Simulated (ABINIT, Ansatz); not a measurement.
# Tm (P6_3/mmc): from the cell to the phonon bands, part 3 of 4

Aim: the phonon dispersion of Tm (P6_3/mmc), checked by a second program.

ABINIT 10.8.3; DFT PBE, scalar-relativistic, plane waves, PseudoDojo norm-conserving, 4f in core pseudopotentials.

So far. Step 4 (Self-consistent run for the response): The cell stands at -2.7 GPa: the relaxation ran with a smoothed and higher cutoff, and the difference is a stress of the finite basis. Step 5 (Linear response at Γ): The acoustic modes at Γ come out as far as 4.4 cm⁻¹ from zero, where they should vanish, a small numerical error. The relaxed cell has a = 3.543, c = 5.532 Å (conventional setting).

**7. Interpolated phonon bands**

anaddb transforms the dynamical matrices to force constants and back along the path; points of the mesh come back as solved, but for the sum rule and, in polar crystals, the LO-TO term at Γ; the rest is interpolation.

Contents of anaddb.abi:

```
ddb_filepath "all_DDB"
output_file "anaddb.abo"
outdata_prefix "anaddb"
ifcflag 1
ngqpt 3 3 2
nqshft 1
q1shft 0.0 0.0 0.0
asr 1
chneut 0
dipdip 0
dipquad 0
quadquad 0
enunit 0
eivec 0
nph1l 93
qph1l 
    0.0 0.0 0.0 1.0
    0.05 0.0 0.0 1.0
    0.1 0.0 0.0 1.0
    0.15 0.0 0.0 1.0
    0.2 0.0 0.0 1.0
    0.25 0.0 0.0 1.0
    0.3 0.0 0.0 1.0
    0.35 0.0 0.0 1.0
    0.4 0.0 0.0 1.0
    0.45 0.0 0.0 1.0
    0.5 0.0 0.0 1.0
    0.48333333 0.03333333 0.0 1.0
    0.46666667 0.06666667 0.0 1.0
    0.45 0.1 0.0 1.0
    0.43333333 0.13333333 0.0 1.0
    0.41666667 0.16666667 0.0 1.0
    0.4 0.2 0.0 1.0
    0.38333333 0.23333333 0.0 1.0
    0.36666667 0.26666667 0.0 1.0
    0.35 0.3 0.0 1.0
    0.33333333 0.33333333 0.0 1.0
    0.3 0.3 0.0 1.0
    0.26666667 0.26666667 0.0 1.0
    0.23333333 0.23333333 0.0 1.0
    0.2 0.2 0.0 1.0
    0.16666667 0.16666667 0.0 1.0
    0.13333333 0.13333333 0.0 1.0
    0.1 0.1 0.0 1.0
    0.06666667 0.06666667 0.0 1.0
    0.03333333 0.03333333 0.0 1.0
    0.0 0.0 0.0 1.0
    0.0 0.0 0.05 1.0
    0.0 0.0 0.1 1.0
    0.0 0.0 0.15 1.0
    0.0 0.0 0.2 1.0
    0.0 0.0 0.25 1.0
    0.0 0.0 0.3 1.0
    0.0 0.0 0.35 1.0
    0.0 0.0 0.4 1.0
    0.0 0.0 0.45 1.0
    0.0 0.0 0.5 1.0
    0.05 0.0 0.5 1.0
    0.1 0.0 0.5 1.0
    0.15 0.0 0.5 1.0
    0.2 0.0 0.5 1.0
    0.25 0.0 0.5 1.0
    0.3 0.0 0.5 1.0
    0.35 0.0 0.5 1.0
    0.4 0.0 0.5 1.0
    0.45 0.0 0.5 1.0
    0.5 0.0 0.5 1.0
    0.48333333 0.03333333 0.5 1.0
    0.46666667 0.06666667 0.5 1.0
    0.45 0.1 0.5 1.0
    0.43333333 0.13333333 0.5 1.0
    0.41666667 0.16666667 0.5 1.0
    0.4 0.2 0.5 1.0
    0.38333333 0.23333333 0.5 1.0
    0.36666667 0.26666667 0.5 1.0
    0.35 0.3 0.5 1.0
    0.33333333 0.33333333 0.5 1.0
    0.3 0.3 0.5 1.0
    0.26666667 0.26666667 0.5 1.0
    0.23333333 0.23333333 0.5 1.0
    0.2 0.2 0.5 1.0
    0.16666667 0.16666667 0.5 1.0
    0.13333333 0.13333333 0.5 1.0
    0.1 0.1 0.5 1.0
    0.06666667 0.06666667 0.5 1.0
    0.03333333 0.03333333 0.5 1.0
    0.0 0.0 0.5 1.0
    0.5 0.0 0.5 1.0
    0.5 0.0 0.45 1.0
    0.5 0.0 0.4 1.0
    0.5 0.0 0.35 1.0
    0.5 0.0 0.3 1.0
    0.5 0.0 0.25 1.0
    0.5 0.0 0.2 1.0
    0.5 0.0 0.15 1.0
    0.5 0.0 0.1 1.0
    0.5 0.0 0.05 1.0
    0.5 0.0 0.0 1.0
    0.33333333 0.33333333 0.5 1.0
    0.33333333 0.33333333 0.45 1.0
    0.33333333 0.33333333 0.4 1.0
    0.33333333 0.33333333 0.35 1.0
    0.33333333 0.33333333 0.3 1.0
    0.33333333 0.33333333 0.25 1.0
    0.33333333 0.33333333 0.2 1.0
    0.33333333 0.33333333 0.15 1.0
    0.33333333 0.33333333 0.1 1.0
    0.33333333 0.33333333 0.05 1.0
    0.33333333 0.33333333 0.0 1.0
```

Contents of mrgddb.in:

```
all_DDB
merged
6
dfpt_gammao_DDB
dfpt_qo_DS1_DDB
dfpt_qo_DS2_DDB
dfpt_qo_DS3_DDB
dfpt_qo_DS4_DDB
dfpt_qo_DS5_DDB
```

On the command line:

```console
$ mrgddb < mrgddb.in > mrgddb.log
$ OMP_NUM_THREADS=1 anaddb anaddb.abi > anaddb.log
```

anaddb.abo, the main output file:

```text
[banners, grids, parts of the stress and lines that vanish by symmetry left out]
-outvars_anaddb: echo values of input variables ----------------------

 Flags :
[...]
Phonon wavevector (reduced coordinates) :  0.00000  0.00000  0.00000
 Phonon energies in Hartree :
[...]
Phonon frequencies in cm-1    :
-  0.000000E+00  0.000000E+00  0.000000E+00  6.818864E+01  6.818864E+01
-  1.159515E+02
[...]
Phonon wavevector (reduced coordinates) :  0.05000  0.00000  0.00000
 Phonon energies in Hartree :
[...]
Phonon frequencies in cm-1    :
-  9.721353E+00  1.059809E+01  1.592265E+01  6.913918E+01  6.940341E+01
-  1.159690E+02
[...]
Phonon wavevector (reduced coordinates) :  0.10000  0.00000  0.00000
 Phonon energies in Hartree :
[...]
Phonon frequencies in cm-1    :
-  1.923551E+01  2.073168E+01  3.139405E+01  7.180512E+01  7.276030E+01
-  1.159674E+02
[...]
Phonon wavevector (reduced coordinates) :  0.15000  0.00000  0.00000
 Phonon energies in Hartree :
[...]
Phonon frequencies in cm-1    :
-  2.835695E+01  2.998646E+01  4.598347E+01  7.571043E+01  7.755266E+01
-  1.158041E+02
[...]
Phonon wavevector (reduced coordinates) :  0.20000  0.00000  0.00000
 Phonon energies in Hartree :
[...]
Phonon frequencies in cm-1    :
-  3.693612E+01  3.804309E+01  5.929894E+01  8.026178E+01  8.296571E+01
-  1.152988E+02
[...]
Phonon wavevector (reduced coordinates) :  0.25000  0.00000  0.00000
 Phonon energies in Hartree :
[...]
Phonon frequencies in cm-1    :
-  4.470827E+01  4.485850E+01  7.100031E+01  8.489674E+01  8.830850E+01
-  1.142995E+02
  Phonon wavevector (reduced coordinates) :  0.30000  0.00000  0.00000
 Phonon energies in Hartree :
[...]
Phonon frequencies in cm-1    :
-  4.992319E+01  5.202103E+01  8.080413E+01  8.916062E+01  9.310471E+01
-  1.127493E+02
  Phonon wavevector (reduced coordinates) :  0.35000  0.00000  0.00000
 Phonon energies in Hartree :
[...]
Phonon frequencies in cm-1    :
-  5.374529E+01  5.827951E+01  8.848112E+01  9.272674E+01  9.709045E+01
-  1.107464E+02
  Phonon wavevector (reduced coordinates) :  0.40000  0.00000  0.00000
 Phonon energies in Hartree :
[...]
Phonon frequencies in cm-1    :
-  5.630738E+01  6.336759E+01  9.386853E+01  9.538524E+01  1.001498E+02
-  1.086003E+02
  Phonon wavevector (reduced coordinates) :  0.45000  0.00000  0.00000
 Phonon energies in Hartree :
[...]
Phonon frequencies in cm-1    :
-  5.776340E+01  6.682370E+01  9.695652E+01  9.701740E+01  1.021611E+02
-  1.068574E+02
  Phonon wavevector (reduced coordinates) :  0.50000  0.00000  0.00000
 Phonon energies in Hartree :
[...]
Phonon frequencies in cm-1    :
-  5.823366E+01  6.807313E+01  9.756681E+01  9.794000E+01  1.028810E+02
-  1.061690E+02
  Phonon wavevector (reduced coordinates) :  0.48333  0.03333  0.00000
 Phonon energies in Hartree :
[...]
Phonon frequencies in cm-1    :
-  5.878755E+01  6.830404E+01  9.643498E+01  9.892045E+01  1.027846E+02
-  1.059492E+02
  Phonon wavevector (reduced coordinates) :  0.46667  0.06667  0.00000
 Phonon energies in Hartree :
[...]
Phonon frequencies in cm-1    :
-  6.038890E+01  6.899222E+01  9.500760E+01  9.990579E+01  1.024986E+02
-  1.052946E+02
  Phonon wavevector (reduced coordinates) :  0.45000  0.10000  0.00000
 Phonon energies in Hartree :
[...]
Phonon frequencies in cm-1    :
-  6.287287E+01  7.012401E+01  9.347874E+01  1.007368E+02  1.020322E+02
-  1.042189E+02
[...]
Phonon wavevector (reduced coordinates) :  0.10000  0.00000  0.50000
 Phonon energies in Hartree :
[...]
Phonon frequencies in cm-1    :
-  5.349293E+01  5.349293E+01  5.503305E+01  5.503305E+01  8.275324E+01
-  8.275324E+01
  Phonon wavevector (reduced coordinates) :  0.15000  0.00000  0.50000
 Phonon energies in Hartree :
[...]
Phonon frequencies in cm-1    :
-  5.759438E+01  5.759438E+01  5.973022E+01  5.973022E+01  8.444299E+01
-  8.444299E+01
  Phonon wavevector (reduced coordinates) :  0.20000  0.00000  0.50000
 Phonon energies in Hartree :
[...]
Phonon frequencies in cm-1    :
-  6.213036E+01  6.213036E+01  6.346753E+01  6.346753E+01  8.768096E+01
-  8.768096E+01
  Phonon wavevector (reduced coordinates) :  0.25000  0.00000  0.50000
 Phonon energies in Hartree :
[...]
Phonon frequencies in cm-1    :
-  6.558283E+01  6.558283E+01  6.649602E+01  6.649602E+01  9.230584E+01
-  9.230584E+01
  Phonon wavevector (reduced coordinates) :  0.30000  0.00000  0.50000
 Phonon energies in Hartree :
[...]
Phonon frequencies in cm-1    :
-  6.649756E+01  6.649756E+01  7.029027E+01  7.029027E+01  9.737032E+01
-  9.737032E+01
  Phonon wavevector (reduced coordinates) :  0.35000  0.00000  0.50000
 Phonon energies in Hartree :
[...]
Phonon frequencies in cm-1    :
-  6.681090E+01  6.681090E+01  7.329682E+01  7.329682E+01  1.019520E+02
-  1.019520E+02
[...]
Phonon wavevector (reduced coordinates) :  0.33333  0.33333  0.05000
 Phonon energies in Hartree :
[...]
Phonon frequencies in cm-1    :
-  8.177169E+01  8.177169E+01  8.928148E+01  8.928148E+01  9.699989E+01
-  1.031029E+02
  Phonon wavevector (reduced coordinates) :  0.33333  0.33333  0.00000
 Phonon energies in Hartree :
[...]
Phonon frequencies in cm-1    :
-  8.388881E+01  8.388881E+01  8.749379E+01  8.749379E+01  9.703490E+01
-  1.032096E+02
-
```

The job ended after 0.57 s (1 thread of Arm Neoverse V2, shared host).

Read from the output:

- lowest frequency on the path: 0 cm⁻¹

Anaddb. Phonon branches along the path, in cm⁻¹:

| point | branch 1 | branch 2 | branch 3 | branch 4 | branch 5 | branch 6 |
| --- | --- | --- | --- | --- | --- | --- |
| Γ | 0 | 0 | 0 | 68 | 68 | 116 |
| halfway | 45 | 45 | 71 | 85 | 88 | 114 |
| M | 58 | 68 | 98 | 98 | 103 | 106 |
| halfway | 70 | 74 | 90 | 101 | 101 | 102 |
| K | 84 | 84 | 88 | 88 | 97 | 103 |
| halfway | 51 | 58 | 70 | 90 | 92 | 113 |
| Γ | 0 | 0 | 0 | 68 | 68 | 116 |
| halfway | 27 | 27 | 44 | 64 | 64 | 107 |
| A | 50 | 50 | 50 | 50 | 82 | 82 |
| halfway | 66 | 66 | 66 | 66 | 92 | 92 |
| L | 67 | 67 | 77 | 77 | 108 | 108 |
| halfway | 59 | 59 | 88 | 88 | 106 | 106 |
| H | 55 | 55 | 97 | 97 | 101 | 101 |
| halfway | 61 | 61 | 76 | 76 | 95 | 95 |
| A | 50 | 50 | 50 | 50 | 82 | 82 |
| jump to L | 67 | 67 | 77 | 77 | 108 | 108 |
| halfway | 63 | 64 | 86 | 92 | 106 | 109 |
| M | 58 | 68 | 98 | 98 | 103 | 106 |
| jump to H | 55 | 55 | 97 | 97 | 101 | 101 |
| halfway | 66 | 66 | 96 | 98 | 98 | 101 |
| K | 84 | 84 | 88 | 88 | 97 | 103 |

The phonon branches as a text plot (rows in cm⁻¹):

```
    114 |*****           *******
    109 |     **                *        ****            ***
    104 |       *********               *    ** **        ***  **
     99 |     ***********        *     *       *  *         *****
     94 |    *** ** * *               *       * *  *       * ***
     89 |    **    * *   *        *          *      *     *     *
     85 |   *       ***   *         **      *    *   **  **
     80 |  ***      * ***  *       *       *      *    ***      *
     75 | **       *   **   *     *     ***        *           *
     70 |**     ***      *   **        *            *    *  *
     65 |      *  *     *      **     ******         *    **
     60 |   * * **        *      *   *      *    *****   * ** *
     56 |     **         *          **       ****     *      *
     51 |    *           * *      **                   **
     46 |  *              *     * *
     41 |                 *
     36 |   *              **    *
     31 | **               *
     27 |  *                *   *
     22 | *                 *
     17 |**                  * *
     12 |*                   * *
      7 |
      2 |                     *
         Γ      M    K        Γ   A       L    H       A|L M|H  K
```

All branches are real along the path.

**8. Sums over the zone**

Sums over the zone need many more wavevectors than were solved, so the interpolation is sampled on a dense mesh.

Contents of anaddb.abi:

```
ddb_filepath "all_DDB"
output_file "anaddb.abo"
outdata_prefix "anaddb"
ifcflag 1
ngqpt 3 3 2
nqshft 1
q1shft 0.0 0.0 0.0
asr 1
chneut 0
dipdip 0
dipquad 0
quadquad 0
prtdos 2
ng2qpt 15 15 8
dosdeltae 4.5563e-06
ntemper 11
temperinc 100.0
tempermin 0.0
```

On the command line:

```console
$ OMP_NUM_THREADS=1 anaddb anaddb.abi > anaddb.log
```

anaddb.abo, the main output file:

```text
-outvars_anaddb: echo values of input variables ----------------------

 Flags :
     ifcflag         1
 Miscellaneous information :
         asr         1
      chneut         0
 Interatomic Force Constants Inputs :
      dipdip         0
     dipquad         0
    quadquad         0
      ifcana         0
      ifcout         0
 Description of grid 1 :
        brav         1
       ngqpt         3         3         2
      nqshft         1
      q1shft
                     0.00000000E+00  0.00000000E+00  0.00000000E+00
 Phonon DOS information :
   dosdeltae  4.55630000E-06
    dossmear  4.55633525E-06
 Description of grid 2 (Fourier interp. or BZ sampling):
      ng2qpt        15        15         8
      ngrids         4
      q2shft         0.00000000E+00  0.00000000E+00  0.00000000E+00

================================================================================

 read the DDB information and perform some checks

  ==== Info on the Cryst% object ====
 Real(R)+Recip(G) space primitive vectors, cartesian coordinates (Bohr,Bohr^-1):
 R(1)=  6.6958747  0.0000000  0.0000000  G(1)=  0.1493457  0.0862248  0.0000000
 R(2)= -3.3479373  5.7987976  0.0000000  G(2)=  0.0000000  0.1724495  0.0000000
 R(3)=  0.0000000  0.0000000 10.4546740  G(3)=  0.0000000  0.0000000  0.0956510
 Unit cell volume ucvol=  4.0593431E+02 bohr^3
 Angles (23,13,12)=  9.00000000E+01  9.00000000E+01  1.20000000E+02 degrees
 Time-reversal symmetry is present
 Reduced atomic positions [iatom, xred, symbol]:
    1)    0.3333333  0.6666667  0.2500000  Tm
    2)    0.6666667  0.3333333  0.7500000  Tm

 DDB file with 6 blocks has been read.

================================================================================

 Calculation of the interatomic forces

       Homogeneous q point set in the B.Z.
 Grid q points  :       18
  1)   0.00000000E+00  0.00000000E+00  0.00000000E+00
  2)   3.33333333E-01  0.00000000E+00  0.00000000E+00
  3)  -3.33333333E-01  0.00000000E+00  0.00000000E+00
  4)   0.00000000E+00  3.33333333E-01  0.00000000E+00
  5)   3.33333333E-01  3.33333333E-01  0.00000000E+00
  6)  -3.33333333E-01  3.33333333E-01  0.00000000E+00
  7)   0.00000000E+00 -3.33333333E-01  0.00000000E+00
  8)   3.33333333E-01 -3.33333333E-01  0.00000000E+00
  9)  -3.33333333E-01 -3.33333333E-01  0.00000000E+00
 10)   0.00000000E+00  0.00000000E+00  5.00000000E-01
 11)   3.33333333E-01  0.00000000E+00  5.00000000E-01
 12)  -3.33333333E-01  0.00000000E+00  5.00000000E-01
 13)   0.00000000E+00  3.33333333E-01  5.00000000E-01
 14)   3.33333333E-01  3.33333333E-01  5.00000000E-01
 15)  -3.33333333E-01  3.33333333E-01  5.00000000E-01
 16)   0.00000000E+00 -3.33333333E-01  5.00000000E-01
 17)   3.33333333E-01 -3.33333333E-01  5.00000000E-01
 18)  -3.33333333E-01 -3.33333333E-01  5.00000000E-01

 The interatomic forces have been obtained

================================================================================

 Calculation of phonon density of states

 Average speed of sound partial sums:     0.9461693404E-03 (at units)
-                                   =           2.0699 [km/s]

 Debye frequency from partial sums:     0.4980817250E-03 (Ha)
-                                 =     0.3277220317E+01 (THz)
-Debye temperature from partial sums:     0.1572817691E+03 (K)

 Average speed of sound:     0.9938397473E-03 (at units)
-                      =           2.1742 [km/s]

 Debye frequency from DOS:     0.5231763434E-03 (Ha)
-                        =     0.3442334974E+01 (THz)
-Debye temperature from DOS:     0.1652060228E+03 (K)

-
```

The job ended after 0.55 s (1 thread).

This step gave:

```
share of modes beyond 3i cm⁻¹ on the dense interpolated mesh : 0
zero-point energy per atom                                   : 14.82 meV
heat capacity at 300 K                                       : 24.62 J/(mol atoms K)
vibrational entropy at 300 K                                 : 50.06 J/(mol atoms K)
```

Tetrahedra. Table of phonon density of states by wavenumber; read off at these points:

| wavenumber (cm⁻¹) | phonon density of states (1/cm⁻¹/cell) |
| --- | --- |
| 0.0 | 0 |
| 5.0 | 1.0e-4 |
| 10.0 | 4.0e-4 |
| 15.0 | 0.00128 |
| 20.0 | 0.00253 |
| 25.0 | 0.00458 |
| 30.0 | 0.00712 |
| 35.0 | 0.0105 |
| 40.0 | 0.0155 |
| 45.0 | 0.0229 |
| 50.0 | 0.0354 |
| 55.0 | 0.0714 |
| 59.0 | 0.117 |
| 60.0 | 0.113 |
| 65.0 | 0.0904 |
| 70.0 | 0.0771 |
| 75.0 | 0.0724 |
| 80.0 | 0.0898 |
| 85.0 | 0.104 |
| 86.0 | 0.105 |
| 90.0 | 0.0878 |
| 95.0 | 0.0997 |
| 97.0 | 0.101 |
| 100.0 | 0.109 |
| 103.0 | 0.130 |
| 105.0 | 0.119 |
| 107.0 | 0.137 |
| 110.0 | 0.0364 |
| 115.0 | 0.0178 |
| 120.0 | 0 |

Harmonic thermodynamic functions per atom, summed over the density of states scaled to three modes an atom; melting is ignored. Thermodynamic functions:

| T (K) | F_vib (meV/atom) | S (J/mol-atom/K) | C_V (J/mol-atom/K) |
| --- | --- | --- | --- |
| 0 | 14.82 | 0 | 0 |
| 50 | 13.09 | 10.2 | 16.33 |
| 100 | 4.03 | 23.89 | 22.26 |
| 200 | -30.01 | 40.14 | 24.23 |
| 300 | -77.08 | 50.06 | 24.62 |
| 400 | -132.8 | 57.16 | 24.76 |
| 500 | -195 | 62.7 | 24.83 |
| 600 | -262.4 | 67.23 | 24.86 |
| 700 | -334.1 | 71.06 | 24.88 |
| 800 | -409.6 | 74.38 | 24.9 |
| 900 | -488.2 | 77.32 | 24.91 |
| 1000 | -569.7 | 79.94 | 24.91 |

At 300 K the heat capacity has reached 99 % of the Dulong-Petit value.

(Continued in part 4 of 4.)

[Host names and launcher messages were left out of these logs when they were recorded.]

[Logs are printed without paths, hosts, clocks, repeated set-up lines and the standing remarks that a program may print on its own settings, such as how far it seeks lower states.]

[Hosts, paths, dates, database ids (printed as entryN), source tags and the programs' standing remarks are cut or masked in the printed files.]
